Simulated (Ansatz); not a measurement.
# Quasiparticle gap of Sr2SiS4 (P2_1/m), part 2 of 2

Aim: the quasiparticle gap of Sr2SiS4 (P2_1/m), starting from r2SCAN.

Ansatz 0.2.0; r2SCAN, then G0W0 on it, plane waves, PAW. Known limits of the many-body steps: finite bands, screening cutoff and k mesh; no spin-orbit coupling in G0W0; screening cutoff under 40 eV in some runs.

So far. Step 2 (The r2SCAN band structure): Over mesh and path the gap is 3.405 eV, from k = Γ to k = (-0.500, 0.000, 0.000). The least direct gap found is 3.573 eV, at k = (-0.500, 0.000, 0.000).

In doubt: masses and optical values from hybrid runs of this build are listed as unsure (in some of the runs), which bears on the screening that GW takes from such a start.

## (3) One-shot GW

G0W0 replaces the xc potential by a self-energy built once from the orbitals of the start. Levels are corrected in the window of bands that the input names, at points of the mesh.

This step: G0W0 on r2SCAN, plane waves, PAW.

input.yaml reads:

```yaml
crystal:
  lattice:
    - [6.6087392105, 0.0, 0.0]
    - [0.0, 6.65954238, 0.0]
    - [-2.5827482587, 0.0, 7.848229828]
  atoms:
    - { symbol: Sr, position: [0.2836712, 0.75, 0.95180912] }
    - { symbol: Sr, position: [0.7163288, 0.25, 0.04819088] }
    - { symbol: Sr, position: [0.2248299, 0.75, 0.42926377] }
    - { symbol: Sr, position: [0.7751701, 0.25, 0.57073623] }
    - { symbol: Si, position: [0.72130103, 0.75, 0.7968462] }
    - { symbol: Si, position: [0.27869897, 0.25, 0.2031538] }
    - { symbol: S, position: [0.88645343, 0.75, 0.06157594] }
    - { symbol: S, position: [0.11354657, 0.25, 0.93842406] }
    - { symbol: S, position: [0.91690048, 0.75, 0.63566798] }
    - { symbol: S, position: [0.08309952, 0.25, 0.36433202] }
    - { symbol: S, position: [0.51038414, 0.50196672, 0.7372482] }
    - { symbol: S, position: [0.48961586, 0.00196672, 0.2627518] }
    - { symbol: S, position: [0.48961586, 0.49803328, 0.2627518] }
    - { symbol: S, position: [0.51038414, 0.99803328, 0.7372482] }
kpoints:
  mp_grid: { grid: [2, 2, 2] }
hamiltonian:
  xc: r2scan
scf:
  occupations: { method: fixed }
gw:
  n_empty_bands: 904
  ecut_chi: 110.0
  qp_bands: [v4, c4]
  qp_kpoints: band_edges
  screening: { model: contour_deformation }
```

On the command line:

```
$ ansatz run input.yaml --threads 24 --pin off --max-ram 82944MiB --backend cuda --events-out ev --progress --plain --runs-dir out --devices 1 --max-vram 78GiB
```

Numbers of over 12 decimals in the logs are rounded to 6 here.

The program printed:

```text
GPUs: using 1 of 1 available (devices: 1).
[...]
Crystal: 14 atoms, lattice volume = 345.410 Å³
Basis set: ecut = 500 eV, 8735 PW (Γ), exchange–correlation on 200×200×256 points (64 copies of the dense FFT grid, shifted against one another)
Bands: 62, of which v1, the nominal top of the filled ones, is band 48 counted from 1 (47 counted from 0)
Symmetry: 4 space group operations
[...]
k-points: 8
[...]
SCF iter   1: F=—  HF=-22770.275643 eV  |F-HF|=—  |Δ(HF+E_count)|=         —  Δρ=4.35e-3  dr2=6.68e-2  dr2_τ=1.34e-1  ethr=1.77e-3  ⟨swp⟩=6.8  Hψ=2001  notcnv=0  defer=81
[...]
SCF iter   7: F=-22770.525308 eV  HF=-22770.525308 eV  |F-HF|=2.20e-9  |Δ(HF+E_count)|=   4.90e-8  Δρ=2.20e-6  dr2=3.19e-8  dr2_τ=1.85e-9  ethr=1.04e-10  ⟨swp⟩=20.2  Hψ=3353  notcnv=0
SCF 1 converged in 7 iterations: F = -22770.525308 eV  dr2 = 3.19e-8
[...]
NSCF: frozen V_eff on 8 k-points
[...]
SCF converged after 7 iterations
[...]
0    52      9.7756    -6.4634    -3.8625   -10.8665  0.8158    10.3191    10.3162  root
     1    45      4.6741   -17.4297     2.1022   -14.5125  0.7810     3.8511     3.8592  root
     1    46      4.8412   -17.5012     2.1090   -14.5852  0.7808     4.0263     4.0342  root
     1    47      5.0339   -18.2404     2.0743   -15.3842  0.7838     4.2452     4.2521  root
     1    48      5.1877   -18.3350     2.0630   -15.5056  0.7824     4.4147     4.4213  root
     1    49      9.3451    -7.0316    -3.8181   -11.4533  0.8149     9.9523     9.9488  root
     1    50      9.5909    -7.8245    -3.9446   -12.4711  0.8097    10.2979    10.2929  root
     1    51      9.6499    -6.3444    -3.8839   -10.7689  0.8170    10.1934    10.1905  root
     1    52      9.7979    -7.0311    -3.9824   -11.6404  0.8123    10.4288    10.4248  root
     2    45      4.4662   -17.8985     2.1406   -14.9546  0.7802     3.6550     3.6629  root
     2    46      4.4662   -17.8985     2.1406   -14.9546  0.7802     3.6550     3.6629  root
     2    47      4.9034   -17.7243     2.1217   -14.7998  0.7795     4.0928     4.1006  root
     2    48      4.9034   -17.7243     2.1217   -14.7998  0.7795     4.0928     4.1006  root
     2    49      9.5582    -7.0071    -3.8641   -11.4412  0.8125    10.1314    10.1282  root
     2    50      9.5582    -7.0071    -3.8641   -11.4412  0.8125    10.1314    10.1282  root
     2    51     10.0157    -5.8775    -3.9725   -10.3834  0.8183    10.5521    10.5491  root
     2    52     10.0157    -5.8775    -3.9725   -10.3834  0.8183    10.5521    10.5491  root
     3    45      4.7074   -17.7859     2.1218   -14.8691  0.7788     3.9046     3.9124  root
     3    46      4.7074   -17.7859     2.1218   -14.8691  0.7788     3.9046     3.9124  root
     3    47      4.8233   -17.5254     2.1040   -14.6230  0.7791     4.0172     4.0250  root
     3    48      4.8233   -17.5254     2.1040   -14.6230  0.7791     4.0172     4.0250  root
     3    49      9.6273    -7.3219    -3.9221   -11.9051  0.8114    10.2928    10.2883  root
     3    50      9.6273    -7.3219    -3.9221   -11.9051  0.8114    10.2928    10.2883  root
     3    51      9.9481    -6.4738    -3.9785   -11.0152  0.8148    10.5143    10.5110  root
     3    52      9.9481    -6.4738    -3.9785   -11.0152  0.8148    10.5143    10.5110  root
     4    45      4.8544   -17.7105     2.1077   -14.8047  0.7808     4.0486     4.0563  root
     4    46      4.8549   -17.7314     2.1111   -14.8242  0.7786     4.0510     4.0588  root
     4    47      5.0597   -17.9734     2.0860   -15.1053  0.7810     4.2704     4.2776  root
     4    48      5.1148   -18.3185     2.0715   -15.4638  0.7849     4.3248     4.3316  root
     4    49      8.6822    -5.7657    -3.7279    -9.9946  0.8229     9.1854     9.1831  root
     4    50      9.1543    -7.1625    -3.7097   -11.3977  0.8141     9.6824     9.6798  root
     4    51      9.3580    -6.4427    -3.8426   -10.8211  0.8164     9.8966     9.8938  root
     4    52      9.6491    -6.8482    -3.9320   -11.3853  0.8143    10.2579    10.2543  root
     5    45      4.7844   -17.8615     2.1208   -14.9468  0.7800     3.9830     3.9906  root
     5    46      4.9307   -18.0506     2.0858   -15.1717  0.7840     4.1304     4.1375  root
     5    47      5.0417   -18.1637     2.0657   -15.3147  0.7845     4.2517     4.2585  root
     5    48      5.2394   -17.9365     2.0487   -15.1229  0.7804     4.4677     4.4745  root
     5    49      9.3245    -7.1751    -3.8625   -11.6441  0.8144     9.9346     9.9311  root
     5    50      9.3838    -6.3063    -3.8578   -10.6928  0.8177     9.9153     9.9126  root
     5    51      9.6446    -5.8720    -3.7804   -10.1331  0.8188    10.1276    10.1253  root
[...]
6    49      8.9949    -5.6943    -3.7226    -9.9066  0.8212     9.4870     9.4847  root
     6    50      8.9949    -5.6943    -3.7226    -9.9066  0.8212     9.4870     9.4847  root
     6    51      9.7781    -7.1375    -3.9069   -11.6620  0.8126    10.3995    10.3956  root
     6    52      9.7781    -7.1375    -3.9069   -11.6620  0.8126    10.3995    10.3956  root
     7    45      4.5838   -17.5488     2.1322   -14.6046  0.7798     3.7636     3.7718  root
     7    46      4.5838   -17.5488     2.1322   -14.6046  0.7798     3.7636     3.7718  root
     7    47      4.6918   -17.4647     2.1584   -14.4822  0.7786     3.8592     3.8678  root
     7    48      4.6918   -17.4647     2.1584   -14.4822  0.7786     3.8592     3.8678  root
     7    49      9.9845    -6.7122    -3.9335   -11.2370  0.8129    10.5794    10.5757  root
     7    50      9.9845    -6.7122    -3.9335   -11.2370  0.8129    10.5794    10.5757  root
     7    51     10.0826    -6.2416    -3.9587   -10.7838  0.8140    10.6697    10.6661  root
     7    52     10.0826    -6.2416    -3.9587   -10.7838  0.8140    10.6697    10.6661  root
```

Elapsed: 11 s, on 1 × NVIDIA GB200 (shared by 2 runs) with 24 threads of Arm Neoverse V2, shared host; peak memory 4.4 GiB; 45 s of CPU time.

This step gave:

* bands summed: 952
* RPA ε∞ on this mesh (eigenvalues): 3.964, 4.009, 4.295
* plane waves in the screening matrix: 911
* q-points in the mesh: 8
* G0W0 gap over the corrected points: 4.655 eV
* k of the valence top: 0, 0, 0
* k of the conduction bottom: -0.5, 0, 0
* starting gap on the mesh: 3.399 eV
* Z at the valence top: 0.7806
* Z at the conduction bottom: 0.8229
* least direct G0W0 gap over the corrected points: 4.851 eV

Over all 8 irreducible mesh points the G0W0 gap is 4.655 eV, from k = Γ to k = (-0.500, 0.000, 0.000). The r2SCAN gap of this run on the mesh is 3.399 eV. The two states that bound the G0W0 gap lie that far apart at the start, so the correction of the gap is 4.655 − 3.399 = +1.256 eV. The start of this run differs from the step before in mesh (4×4×4 and 2×2×2).

Labels follow the order of the start: v1 is the top filled band, c1 the lowest empty one; levels that stay degenerate share a row, the window can cut a multiplet, doubted levels are not marked in this list, bands outside the window were not corrected, and the list may be a part of the corrected levels. Levels before and after the correction, in eV, zero at the valence-band top of each column:

```
           conduction bottom  valence top
Kohn-Sham               3.40         0.00
     G0W0               4.66         0.00
```

```
                   level  occupation  energy (eV)
Kohn-Sham           Γ v3           2       -0.318
Kohn-Sham           Γ v2           2       -0.203
Kohn-Sham           Γ v1           2        0.000
Kohn-Sham           Γ c1           0        3.908
Kohn-Sham           Γ c2           0        4.156
Kohn-Sham           Γ c3           0        4.256
Kohn-Sham  (-0.5 0 0) v3           2       -0.428
Kohn-Sham  (-0.5 0 0) v2           2       -0.223
Kohn-Sham  (-0.5 0 0) v1           2       -0.168
Kohn-Sham  (-0.5 0 0) c1           0        3.400
Kohn-Sham  (-0.5 0 0) c2           0        3.872
Kohn-Sham  (-0.5 0 0) c3           0        4.075
     G0W0           Γ v3           2       -0.347
     G0W0           Γ v2           2       -0.239
     G0W0           Γ v1           2        0.000
     G0W0           Γ c1           0        5.124
     G0W0           Γ c2           0        5.407
     G0W0           Γ c3           0        5.622
     G0W0  (-0.5 0 0) v3           2       -0.469
     G0W0  (-0.5 0 0) v2           2       -0.250
     G0W0  (-0.5 0 0) v1           2       -0.196
     G0W0  (-0.5 0 0) c1           0        4.655
     G0W0  (-0.5 0 0) c2           0        5.152
     G0W0  (-0.5 0 0) c3           0        5.366
```

The parts of the quasiparticle energy for the two states that bound the G0W0 gap, in eV on the run's own scale (QP = start + Σx + Σc − Vxc, with Σc at the quasiparticle energy):

```
             edge                       k  band  start       Σx      Σc      Vxc      Z     QP
      valence top                       Γ    48  5.283  −18.127   2.037  −15.335  0.781  4.528
conduction bottom  (-0.500, 0.000, 0.000)    49  8.682   −5.766  −3.728   −9.995  0.823  9.183
```

## (4) Spin-orbit coupling

This run has two-component orbitals with spin-orbit coupling.

This step: DFT, r2SCAN with spin-orbit coupling, plane waves, PAW.

input.yaml, as its differences from that of step 3:

```diff
@@ -21,3 +21,14 @@
 kpoints:
-  mp_grid: { grid: [2, 2, 2] }
+  mp_grid: { grid: [4, 4, 4] }
+  band_path:
+    path:
+      - [0.0, 0.0, 0.0]
+      - [0.0, 0.5, 0.0]
+      - [0.0, 0.5, 0.5]
+      - [0.0, 0.0, 0.5]
+      - [-0.5, 0.0, 0.5]
+      - [-0.5, 0.5, 0.5]
+      - [-0.5, 0.5, 0.0]
+      - [-0.5, 0.0, 0.0]
+    npoints: 1
 hamiltonian:
@@ -26,7 +37,9 @@
   occupations: { method: fixed }
-gw:
-  n_empty_bands: 904
-  ecut_chi: 110.0
-  qp_bands: [v4, c4]
-  qp_kpoints: band_edges
-  screening: { model: contour_deformation }
+  n_extra_bands: 16
+magnetization:
+  noncollinear: true
+  spin_orbit: true
+output:
+  eigenvalues: true
+  forces: true
+  stress: true
```

The program printed:

```text
[...]
GPUs: using 1 of 1 available (devices: 1).
[...]
non-collinear run that drives no moment, with spin-orbit: no starting moment large enough to seed its density (crystal.atoms[].spin), no starting occupations that ask for one, no magnetisation constraint and no magnetic field, so the semilocal B_xc is pinned to zero
concurrent solve slots: 15 of 24 are kept, ahead of what memory takes: no pass of the eigensolver takes more rounds on 15
[...]
Crystal: 14 atoms, lattice volume = 345.410 Å³
Basis set: ecut = 500 eV, 8735 PW (Γ), exchange–correlation on 200×200×256 points (64 copies of the dense FFT grid, shifted against one another)
Bands: 112, of which v1, the nominal top of the filled ones, is band 96 counted from 1 (95 counted from 0)
Symmetry: 4 space group operations + 4 with time reversal
[...]
k-points: 30 of 64
Projection manifold: j_resolved (fully-relativistic pseudo-atomic orbitals)
[...]
SCF iter   1: F=—  HF=-22751.473294 eV  |F-HF|=—  |Δ(HF+E_count)|=         —  Δρ=3.46e-2  dr2=5.93e0  dr2_τ=7.80e-2  dr2_m=0.00e0 (ungated)  ethr=3.10e-3  |M|=0.00e0 ∫|m|=0.00e0 μB  |m|>n=0.0e0 m-floor=0.0e0 τ_xc=0.0e0  β_m=0.30  ⟨swp⟩=9.5  Hψ=7951  notcnv=0  defer=330
[...]
spin=Noncollinear: Resta preconditioning applied to the charge; magnetization (m_x, m_y, m_z) channels mix plain (no charge-response kernel on spin).
SCF iter   2: F=—  HF=-22751.063840 eV  |F-HF|=—  |Δ(HF+E_count)|=   4.09e-1  Δρ=2.54e-2  dr2=3.13e0  dr2_τ=5.98e-3  dr2_m=0.00e0 (ungated)  ethr=3.10e-3  |M|=0.00e0 ∫|m|=0.00e0 μB  |m|>n=0.0e0 m-floor=0.0e0 τ_xc=0.0e0  β_m=0.65  ⟨swp⟩=3.9  Hψ=2168  notcnv=0  defer=336
SCF iter   3: F=—  HF=-22750.442256 eV  |F-HF|=—  |Δ(HF+E_count)|=   6.22e-1  Δρ=4.14e-3  dr2=7.43e-2  dr2_τ=7.09e-4  dr2_m=0.00e0 (ungated)  ethr=3.10e-3  |M|=0.00e0 ∫|m|=0.00e0 μB  |m|>n=0.0e0 m-floor=0.0e0 τ_xc=0.0e0  β_m=0.82  ⟨swp⟩=5.8  Hψ=3424  notcnv=0  defer=344
[...]
SCF 1 converged in 9 iterations: F = -22750.461619 eV  dr2 = 1.35e-8
[...]
SCF converged after 9 iterations
[...]
atom  13  S      0.01205549     0.03248898     0.00718881
  atom  14  S     -0.01205549     0.03248898    -0.00718881
  max |Σ_I F_I| component: 6.94e-18 eV/Å
--- Stress (GPa, compression-positive) ---
       -0.021177       0.000000      -0.010925
        0.000000       0.027505       0.000000
       -0.010925       0.000000      -0.000031
  P = ⅓ Tr σ = 0.0021 GPa (0.021 kbar)
--- Band table (eV; the first three rows and the last of 30) ---
[...]
```

It took 3.9 s on 1 × NVIDIA GB200 (shared by 2 runs) with 24 threads; peak memory 1.7 GiB.

This step gave:

```yaml
pressure: 0.002099 GPa
gap: 3.403 eV
valence_top_at: Γ
conduction_bottom_at: Y_2
least_direct_gap: 3.572 eV
```

Over mesh and listed points the gap is 3.403 eV, from k = Γ to k = (-0.500, 0.000, 0.000). The least direct gap found is 3.572 eV, at k = (-0.500, 0.000, 0.000). r2SCAN+SOC against r2SCAN: 3.403 − 3.405 = −0.002 eV, with the same mesh, set of files (read in its fully relativistic form for the spin-orbit run) and cutoff, and both edges at the same k points. The spin-orbit run sees mesh and listed points alone, so its gap is an upper bound: the coupling can move an edge off these points, and the change over the zone, its sign included where it is small, is not known.

## (5) The runs together

Each gap is the least one over the points named; times are wall times on shared hosts, not benchmarks. A G0W0 time includes the run's own self-consistent start. Runs with listed points see these and the mesh alone, so an edge that moves elsewhere is missed. Rows marked * are further runs, not shown as steps, whose inputs differ from the G0W0 step on the same start in the columns given; solver thresholds can differ too.

```
       level   mesh       files, cutoff   bands summed, screening                         points  gap (eV)  valence top       conduction bottom  least direct gap (eV)   time
      r2SCAN  4×4×4  soft_2 PAW, 500 eV                         -                  mesh and path     3.405            Γ  (-0.500, 0.000, 0.000)                  3.573  3.3 s
  r2SCAN+SOC  4×4×4  soft_2 PAW, 500 eV                         -         mesh and listed points     3.403            Γ  (-0.500, 0.000, 0.000)                  3.572  3.9 s
G0W0@r2SCAN*  2×2×2  soft_2 PAW, 500 eV                196, 33 eV  all 8 irreducible mesh points     4.494            Γ  (-0.500, 0.000, 0.000)                  4.678  4.1 s
G0W0@r2SCAN*  2×2×2  soft_2 PAW, 500 eV                468, 66 eV  all 8 irreducible mesh points     4.533            Γ  (-0.500, 0.000, 0.000)                  4.727  5.5 s
 G0W0@r2SCAN  2×2×2  soft_2 PAW, 500 eV               952, 110 eV  all 8 irreducible mesh points     4.655            Γ  (-0.500, 0.000, 0.000)                  4.851   11 s
G0W0@r2SCAN*  2×2×2  soft_2 PAW, 500 eV  468, 66 eV, plasmon pole  all 8 irreducible mesh points     4.546            Γ  (-0.500, 0.000, 0.000)                  4.728  6.3 s
```

## (6) What came out

```yaml
r2scan_gap_over_mesh_and_path: 3.405 eV, from k = Γ to k = (-0.500, 0.000, 0.000)
g0w0_r2scan_gap_over_all_8_irreducible_mesh_points: 4.655 eV, from k = Γ to k = (-0.500, 0.000, 0.000)
r2scan_soc_gap_over_mesh_and_listed_points: 3.403 eV
gw_settings: 2×2×2 mesh, 904 empty bands, screening to 110 eV
known_limits: finite bands, screening cutoff and k mesh; no spin-orbit coupling in G0W0; screening cutoff under 40 eV in some runs
```

What this shows: Over all 8 irreducible mesh points the G0W0 gap is 4.655 eV, from k = Γ to k = (-0.500, 0.000, 0.000). The r2SCAN gap of this run on the mesh is 3.399 eV. The two states that bound the G0W0 gap lie that far apart at the start, so the correction of the gap is 4.655 − 3.399 = +1.256 eV. The valence state moves by 4.528 − 5.283 = −0.755 eV and the conduction state by 9.183 − 8.682 = +0.501 eV, on the run's own scale; with 196 bands the edge states move by −0.134 and +0.961 eV, so the split between the edges depends on the bands and cutoff. Both edges that r2SCAN shows over mesh and path lie at k points where levels were corrected. Levels at other points were not corrected, so a lower G0W0 gap elsewhere in the zone is not ruled out. From 196 bands and 33 eV to 952 bands and 110 eV the gap moves by 4.655 − 4.494 = +0.161 eV (rung by rung 4.494, 4.533, 4.655 eV); bands and screening cutoff rise together, so their parts are not told apart. A line in one over the bands through the two highest rungs gives 4.655 + (4.655 − 4.533) × 468 / (952 − 468) = 4.773 eV, and through the pair below 4.533 + (4.533 − 4.494) × 196 / (468 − 196) = 4.561 eV. The two differ by 0.212 eV, not under the 0.030 eV asked, so the law does not hold well over these rungs and the limit is not known. With the plasmon pole model in place of the contour deformation model and all else as in the G0W0@r2SCAN row with 468 bands, the gap differs by 4.546 − 4.533 = +0.013 eV. G0W0 on other starts in this series, not shown as steps and not all at these settings: 4.705 eV on HSE06 (2×2×2, soft_2 PAW, 468 bands, 66 eV) and 4.183 eV on LDA (2×2×2, soft_2 PAW, 468 bands, 66 eV). r2SCAN+SOC against r2SCAN: 3.403 − 3.405 = −0.002 eV, with the same mesh, set of files (read in its fully relativistic form for the spin-orbit run) and cutoff, and both edges at the same k points. The spin-orbit run sees mesh and listed points alone, so its gap is an upper bound: the coupling can move an edge off these points, and the change over the zone, its sign included where it is small, is not known. What spin-orbit coupling does to the G0W0 levels was not computed, so no sum with the G0W0 gap is formed. The G0W0 runs are scalar-relativistic. No pair of G0W0 runs that differ in the mesh alone is shown (2×2×2 is a supercell whose nearest images lie 13 Å apart), so the error from the mesh is not known here. G0W0@r2SCAN runs of this series with other atomic data on the same mesh, not shown as steps, give 4.531 eV (hard PAW, 580 eV, 468 bands, screening to 66 eV; the table's row with the same empty bands and screening cutoff has 4.533 eV); where bands and cutoffs differ too, the part of the files is not isolated. A screening cutoff under 40 eV is crude: G0W0@r2SCAN with 196 bands at 33 eV.

[Paths, hosts, dates, memory and timing lines, banners, echoed tables and standing remarks are left out of the program output.]

[Logs are printed without paths, hosts, clocks, repeated set-up lines and the standing remarks that a program may print on its own settings, such as how far it seeks lower states.]

[Runs of the session that timed out or met a known fault of the program may be left out.]

[Cells called generated may have been cut or substituted from an entry of the Crystallography Open Database or the Materials Project.]

[Hosts, paths, dates, database ids (printed as entryN), source tags and the programs' standing remarks are cut or masked in the printed files.]

[Where an RPA ε∞ is given, it is that of the G0W0 mesh and is not shown converged in it. Names of k-points follow the symmetry that the program found, which can be lower than the space group named. Band edges on a path are those of the sampled points; other points can move an edge, and change direct to indirect where valleys lie close.]

[Hybrid gaps are those of their k-mesh and are not shown converged in it.]
